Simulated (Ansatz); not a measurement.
**Optical response of RbZnCl3 (model structure)**

Aim: the dielectric function of RbZnCl3 (model structure), and the optical constants that follow from it. The structure is a model built here, which may or may not match a known phase. It was built so: All F replaced by Cl and K replaced by Rb in the Pm-3m structure of KZnF3. The cell given below was relaxed beforehand with Ansatz.

Method: DFT, PBE, plane-wave PAW, default files, scalar-relativistic, independent-particle optical response without local fields, in Ansatz 0.2.0.

Report form: the programs' logs are mostly left out.

**1. Starting point**

Symmetry: Pm-3m, No. 221, cubic system. The conventional cell has a = 5.009 Å, b = 5.009 Å, c = 5.009 Å, α = 90.00°, β = 90.00°, γ = 90.00°. Nearest to Rb lie 12 Cl at 3.54 Å. Nearest to Zn lie 6 Cl at 2.50 Å. Nearest to Cl lie 2 Zn at 2.50 Å and 4 Rb at 3.54 Å. All F replaced by Cl and K replaced by Rb in the Pm-3m structure of KZnF3. Farther neighbours and most contacts between anions are not listed.

**2. Ground state and bands**

First the ground state: is it a metal or has it a gap?

This step: DFT, PBE, plane-wave PAW, default files, scalar-relativistic, ground state (Ansatz 0.2.0).

input.yaml

```yaml
crystal:
  lattice:
    - [5.0087695709, 0.0, 0.0]
    - [0.0, 5.0087695709, 0.0]
    - [0.0, 0.0, 5.0087695709]
  atoms:
    - { symbol: Rb, position: [0.0, 0.0, 0.0] }
    - { symbol: Zn, position: [0.5, 0.5, 0.5] }
    - { symbol: Cl, position: [0.5, 0.0, 0.5] }
    - { symbol: Cl, position: [0.0, 0.5, 0.5] }
    - { symbol: Cl, position: [0.5, 0.5, 0.0] }
kpoints:
  mp_grid: { grid: [5, 5, 5] }
  band_path:
    path:
      - [[0.0, 0.0, 0.0], [0.0, 0.5, 0.0], [0.5, 0.5, 0.0], [0.0, 0.0, 0.0], [0.5, 0.5, 0.5], [0.0, 0.5, 0.0]]
      - [[0.5, 0.5, 0.0], [0.5, 0.5, 0.5]]
    npoints: 11
scf:
  occupations: { method: fermi_dirac, width: 0.05 }
  n_extra_bands: 9
hamiltonian:
  xc: pbe
  pseudopotentials: { kind: paw }
output:
  forces: true
  stress: true
  populations: true
  write_bands: true
  write_density: true
  write_potential: true
  elf: true
  volumetric_format: npy
```

The run is started by

```console
> ansatz run input.yaml --threads 2 --pin off --max-ram 5120MiB --backend cpu --events-out ev --progress --plain --runs-dir out
```

The job ended after 8 s (2 threads of AMD EPYC 7R43, shared host; peak memory 0.44 GiB; 14 s of CPU time).

Numbers from this step:

```
free energy                  : -9831.9926 eV
Fermi energy                 : 3.654 eV
gap by band count            : 1.469 eV
electrons                    : 42
symmetry operations          : 48
pressure                     : -0.01800 GPa
volume                       : 125.7 Å³
gap on the path              : 1.391 eV
least direct gap on the path : 1.806 eV
```

There is a gap, 1.39 eV on the path, so no carriers' term is needed. The cell is left with a pressure of 0.0 GPa after its relaxation.

The electronic bands at the labelled points (eV, zero at the Fermi level; v1 is the highest filled band, c1 the lowest empty one):

| point | v4 | v3 | v2 | v1 | c1 | c2 | c3 | c4 |
| --- | --- | --- | --- | --- | --- | --- | --- | --- |
| Γ | -1.48 | -1.17 | -1.17 | -1.17 | 0.64 | 5.08 | 6.20 | 6.20 |
| 0.55 of the way | -1.58 | -1.58 | -1.29 | -1.29 | 2.08 | 5.98 | 6.79 | 6.95 |
| X | -1.66 | -1.66 | -1.37 | -1.37 | 3.44 | 6.87 | 7.45 | 7.61 |
| 0.55 of the way | -1.73 | -1.59 | -1.20 | -1.03 | 4.08 | 6.94 | 7.57 | 7.91 |
| M | -1.78 | -1.78 | -0.90 | -0.78 | 5.26 | 6.57 | 6.57 | 8.16 |
| 0.55 of the way | -1.62 | -1.40 | -1.38 | -1.05 | 2.38 | 6.24 | 7.02 | 7.12 |
| Γ | -1.48 | -1.17 | -1.17 | -1.17 | 0.64 | 5.08 | 6.20 | 6.20 |
| 0.55 of the way | -1.98 | -1.09 | -1.01 | -1.01 | 3.47 | 6.73 | 7.31 | 7.31 |
| R | -0.89 | -0.76 | -0.76 | -0.76 | 5.49 | 5.49 | 5.49 | 6.47 |
| 0.45 of the way | -1.33 | -1.15 | -1.05 | -0.97 | 4.47 | 6.33 | 7.19 | 7.23 |
| X | -1.66 | -1.66 | -1.37 | -1.37 | 3.44 | 6.87 | 7.45 | 7.61 |
| jump to M | -1.78 | -1.78 | -0.90 | -0.78 | 5.26 | 6.57 | 6.57 | 8.16 |
| 0.45 of the way | -1.19 | -1.19 | -0.90 | -0.77 | 5.40 | 6.08 | 6.08 | 7.20 |
| R | -0.89 | -0.76 | -0.76 | -0.76 | 5.49 | 5.49 | 5.49 | 6.47 |

Valence density in the ac plane at fractional y = 0.500, with atoms of Zn and Cl within 0.2 Å of it. It is the smooth field of the valence electrons, not physical close to the nuclei.

Values in e/Å³, 14 rows by 14 columns, each cell a mean:
```
 0  0  0  0  1  1  1  1  2  1  0  0  0  0
 0  0  0  0  0  1  1  1  1  1  0  0  0  0
 0  0  0  0  0  0  1  1  0  0  0  0  0  0
 0  0  0  0  0  0  0  0  0  0  0  0  0  0
 1  1  0  0  0  0  1  1  0  0  0  0  1  1
 2  1  1  0  0  1  4  7  2  0  0  0  1  2
 0  1  1  0  0  2 18 33  7  1  0  1  1  1
 1  2  1  0  0  1 10 18  4  1  0  1  1  1
 2  1  1  0  0  0  1  2  1  0  0  0  1  1
 1  0  0  0  0  0  0  0  0  0  0  0  0  1
 0  0  0  0  0  0  0  0  0  0  0  0  0  0
 0  0  0  0  0  1  1  1  1  0  0  0  0  0
 0  0  0  0  0  1  2  1  1  1  0  0  0  0
 0  0  0  0  1  2  1  0  2  1  0  0  0  0
```
Atoms in or near the plane, at fractional coordinates: Zn at (0.50, 0.50), Cl at (0.00, 0.50), Cl at (0.50, 0.00).

ELF in the ac plane at fractional y = 0.500, with atoms of Zn and Cl within 0.2 Å of it. It is the smooth field of the valence electrons, not physical close to the nuclei.

Ten even steps from '0' (0.00) to '9' (0.88), each cell a mean:
```
00169975998400
00037999985100
53013688752014
87411223210258
99731111111589
89951100012799
37951000013895
68951100012897
99841110112699
98621111111379
75202455531136
21026899974001
00158987997300
00279963898500
```
Atoms in or near the plane, at fractional coordinates: Zn at (0.50, 0.50), Cl at (0.00, 0.50), Cl at (0.50, 0.00).

**3. Spectrum**

The spectrum is a sum over vertical transitions between filled and empty bands at the fixed density, so many empty bands are needed.

This step: DFT, PBE, plane-wave PAW, default files, scalar-relativistic, independent-particle optical response without local fields (Ansatz 0.2.0).

input.yaml, the sections that differ from step 2:

```yaml
kpoints:
  mp_grid: { grid: [5, 5, 5] }
scf:
  occupations: { method: fixed }
output:
  optics:
    e_range: [0, 20]
    de: 0.05
    sigma: 0.2
    nscf_kmesh: { grid: [5, 5, 5] }
    bands: auto
# crystal, hamiltonian: as in step 2
```

It took 47 s on 2 threads; peak memory 0.73 GiB.

Read-outs, printed or worked out from the files:

```
electronic dielectric constant ε∞, mean over x, y and z (by symmetry where fewer were run)                                                          : 3.887
absorption onset, first axis (α over 10⁴ cm⁻¹, or the direct gap if that lies higher)                                                               : 1.834 eV
main peak of Im epsilon, first axis                                                                                                                 : 9.324 eV
photocurrent from vertical transitions in a film 500 nm thick on a perfect mirror (two passes), AM1.5G, no front reflection, all carriers collected : 17.85 mA/cm²
least direct gap on the mesh                                                                                                                        : 1.806 eV
bands summed                                                                                                                                        : 99
spectra valid up to                                                                                                                                 : 37.15 eV
program's estimate of the k-sum error in Im epsilon                                                                                                 : 0.04 %
electrons in the f-sum                                                                                                                              : 29.57
```

The Im ε, any direction has structure finer than the step of the table below, so its rows give means over 1 eV, whole bins alone (the curve runs from 0 to 20 eV). Peaks (eV: height): 5.5: 2.81, 9.3: 4.88, 11.9: 3.65, 17.4: 2.12.

Im ε, any direction against photon energy; means over each step:

| photon energy (eV) | Im ε, any direction |
| --- | --- |
| 1 | 2.0e-4 |
| 2 | 0.389 |
| 3 | 0.732 |
| 4 | 0.885 |
| 5 | 2.19 |
| 6 | 2.47 |
| 7 | 2.44 |
| 8 | 3.49 |
| 9 | 4.37 |
| 10 | 3.41 |
| 11 | 2.61 |
| 12 | 3.19 |
| 13 | 1.93 |
| 14 | 1.36 |
| 15 | 1.35 |
| 16 | 1.70 |
| 17 | 2.01 |
| 18 | 1.70 |
| 19 | 1.12 |

Re ε, any direction against photon energy:

| photon energy (eV) | Re ε, any direction |
| --- | --- |
| 0 | 3.89 |
| 1 | 3.99 |
| 2 | 4.48 |
| 3 | 4.18 |
| 4 | 4.46 |
| 5 | 4.85 |
| 6 | 3.36 |
| 7 | 3.59 |
| 8 | 3.72 |
| 9 | 2.54 |
| 10 | 0.784 |
| 11 | 0.749 |
| 12 | 0.405 |
| 13 | -0.152 |
| 14 | 0.376 |
| 15 | 0.498 |
| 16 | 0.962 |
| 17 | 0.333 |
| 18 | 0.0272 |
| 19 | -0.598 |
| 20 | -0.300 |

Refractive index n and extinction k against photon energy:

| photon energy (eV) | n | k |
| --- | --- | --- |
| 0 | 1.97 | 0 |
| 1 | 2.00 | 0 |
| 2 | 2.12 | 0.108 |
| 3 | 2.05 | 0.178 |
| 4 | 2.12 | 0.198 |
| 5 | 2.26 | 0.507 |
| 6 | 1.94 | 0.633 |
| 7 | 1.99 | 0.606 |
| 8 | 2.10 | 0.834 |
| 9 | 1.94 | 1.10 |
| 10 | 1.48 | 1.18 |
| 11 | 1.33 | 1.01 |
| 12 | 1.43 | 1.28 |
| 13 | 0.952 | 1.03 |
| 14 | 0.923 | 0.690 |
| 15 | 0.979 | 0.679 |
| 16 | 1.21 | 0.703 |
| 17 | 1.07 | 0.896 |
| 18 | 0.893 | 0.877 |
| 19 | 0.533 | 0.939 |
| 20 | 0.620 | 0.828 |

The reflectivity at normal incidence, any direction has structure finer than the step of the table below, so its rows give means over 1 eV, whole bins alone (the curve runs from 0 to 20 eV). Peaks (eV: height): 5.2: 17.0, 9.4: 26.0, 12.3: 28.2, 17.6: 23.3, 19.0: 34.1.

The reflectivity at normal incidence, any direction by photon energy; means over each step:

photon energy (eV), reflectivity at normal incidence, any direction (%) and a bar from the least value:
```
        1       11.1 ##
        2       12.6 ####
        3       12.3 ####
        4       13.5 ######
        5       16.6 ###########
        6       14.6 #######
        7       14.7 ########
        8       18.5 ##############
        9       22.2 ####################
       10       21.6 ###################
       11       16.5 ##########
       12       23.1 #####################
       13       22.0 ###################
       14       13.2 #####
       15       10.0 
       16       10.3 #
       17       16.3 ##########
       18       21.1 ##################
       19       28.6 ##############################
```

Values under 1 per cm are given as 1. Table of absorption coefficient, any direction by photon energy:

photon energy (eV), log10 absorption coefficient, any direction (1/cm) and a bar:
```
        0        0.0 
        1        0.0 
        2        4.3 #####################
        3        4.7 #######################
        4        4.9 ########################
        5        5.4 ##########################
        6        5.6 ###########################
        7        5.6 ###########################
        8        5.8 ############################
        9        6.0 #############################
       10        6.1 #############################
       11        6.1 #############################
       12        6.2 ##############################
       13        6.1 #############################
       14        6.0 #############################
       15        6.0 #############################
       16        6.1 #############################
       17        6.2 ##############################
       18        6.2 ##############################
       19        6.3 ##############################
       20        6.2 ##############################
```

Optical constants at common wavelengths, from n + ik = √ε:

| wavelength (nm) | n | k | R (%) | 1/α |
| --- | --- | --- | --- | --- |
| 1550 | 1.99 | 0.000 | 10.9 | over 1 mm |
| 1064 | 2.01 | 0.000 | 11.2 | over 1 mm |
| 633 | 2.12 | 0.095 | 13.0 | 528 nm |
| 532 | 2.08 | 0.158 | 12.5 | 268 nm |
| 450 | 2.06 | 0.174 | 12.2 | 205 nm |
| 405 | 2.05 | 0.179 | 12.2 | 180 nm |
| 365 | 2.07 | 0.184 | 12.4 | 158 nm |

Rows near the edge hang on the gap, which this functional as a rule makes too small, and phonon-assisted absorption is left out.

Through 1 µm of it, D65 light comes out orange, dark (x = 0.541, y = 0.383; 4 % transmitted). A larger true gap would move the edge to shorter wavelengths and change the colour.

The f-sum over the summed bands holds 29.6 of the cell's 42 electrons outside the frozen cores, 8 of which lie in bands more than 12 eV below the Fermi level, whose transitions come at higher energies. Up to 20 eV the strength has a mean oscillator energy of 9.7 eV, close to the main peak.

**4. Static response with local fields**

Perturbation theory gives the static response with local fields and the functional's kernel, and it needs no empty bands.

This step: DFT, PBE, plane-wave PAW, default files, scalar-relativistic, static field response by perturbation theory with local fields (Ansatz 0.2.0).

Edit input.yaml of step 3 so:

```diff
@@ -18,8 +18,2 @@
   pseudopotentials: { kind: paw }
-output:
-  optics:
-    e_range: [0, 20]
-    de: 0.05
-    sigma: 0.2
-    nscf_kmesh: { grid: [5, 5, 5] }
-    bands: auto
+dielectric: {}
```

It took 46 s on 2 threads; peak memory 0.64 GiB; 79 s of CPU time.

This step gave:

| Item | Value |
| --- | --- |
| electronic dielectric constant ε∞, mean over x, y and z (by symmetry where fewer were run) | 3.625 |

ε∞ with local fields:

```
3.63 0.00 0.00
0.00 3.63 0.00
0.00 0.00 3.63
```

Diagonal elements. Born, by row:

| atom | Z*xx (e) | Z*yy (e) | Z*zz (e) |
| --- | --- | --- | --- |
| Rb1 | 1.281 | 1.281 | 1.281 |
| Zn2 | 2.907 | 2.907 | 2.907 |
| Cl3 | -0.831 | -2.526 | -0.831 |
| Cl4 | -2.526 | -0.831 | -0.831 |
| Cl5 | -0.831 | -0.831 | -2.526 |

Mean Born charges are Rb +1.28, Zn +2.91 and Cl -1.40, against formal valences of +1, +2 and -1. That of Zn exceeds its valence by 45 %, the mark of charge moving along hybridised bonds as the atoms shift.

**5. Outcome**

```json
{"gap on the path": "1.39 eV", "least direct gap on the path": "1.81 eV", "electronic dielectric constant ε∞, mean over x, y and z (by symmetry where fewer were run) (independent particles)": "3.89", "absorption onset, first axis (α over 10⁴ cm⁻¹, or the direct gap if that lies higher)": "1.83 eV", "main peak of Im epsilon, first axis": "9.32 eV", "photocurrent from vertical transitions in a film 500 nm thick on a perfect mirror (two passes), AM1.5G, no front reflection, all carriers collected": "17.8 mA/cm²", "electronic dielectric constant ε∞, mean over x, y and z (by symmetry where fewer were run) (static response with local fields)": "3.63"}
```

At this level (PBE, independent particles) RbZnCl3 has ε∞ = 3.89 (3.63 with local fields) and n = 1.99 at 1550 nm; absorption sets in near 1.8 eV, and Im ε peaks at 9.3 eV. The gap is indirect (1.39 eV), so absorption without phonons can begin only at the direct gap of 1.81 eV. The absorption coefficient passes 10⁴ cm⁻¹ at 1.83 eV, inside the visible range. Distinct maxima of Im ε, read by a parabola through the highest points, lie at 5.56 eV (2.8), 9.32 eV (4.9), 11.96 eV (3.7) and 17.41 eV (2.1). The f-sum over the summed bands holds 29.6 of the cell's 42 electrons outside the frozen cores, 8 of which lie in bands more than 12 eV below the Fermi level, whose transitions come at higher energies. Up to 20 eV the strength has a mean oscillator energy of 9.7 eV, close to the main peak. Through 1 µm of it, D65 light comes out orange, dark (x = 0.541, y = 0.383; 4 % transmitted). A larger true gap would move the edge to shorter wavelengths and change the colour. With local fields and the functional's kernel the static response is 3.63 against 3.89 for independent particles (-7 %). In the base spectrum excitons and phonon-assisted transitions are missing, and so are local fields; PBE gaps are as a rule too small, which pulls the onset down and ε∞ up. In the base run ε includes the program's bounded estimate of what the bands above those summed add.

[Logs are printed without paths, hosts, clocks, repeated set-up lines and the standing remarks that a program may print on its own settings, such as how far it seeks lower states.]

[Hosts, paths, dates, database ids (printed as entryN), source tags and the programs' standing remarks are cut or masked in the printed files.]
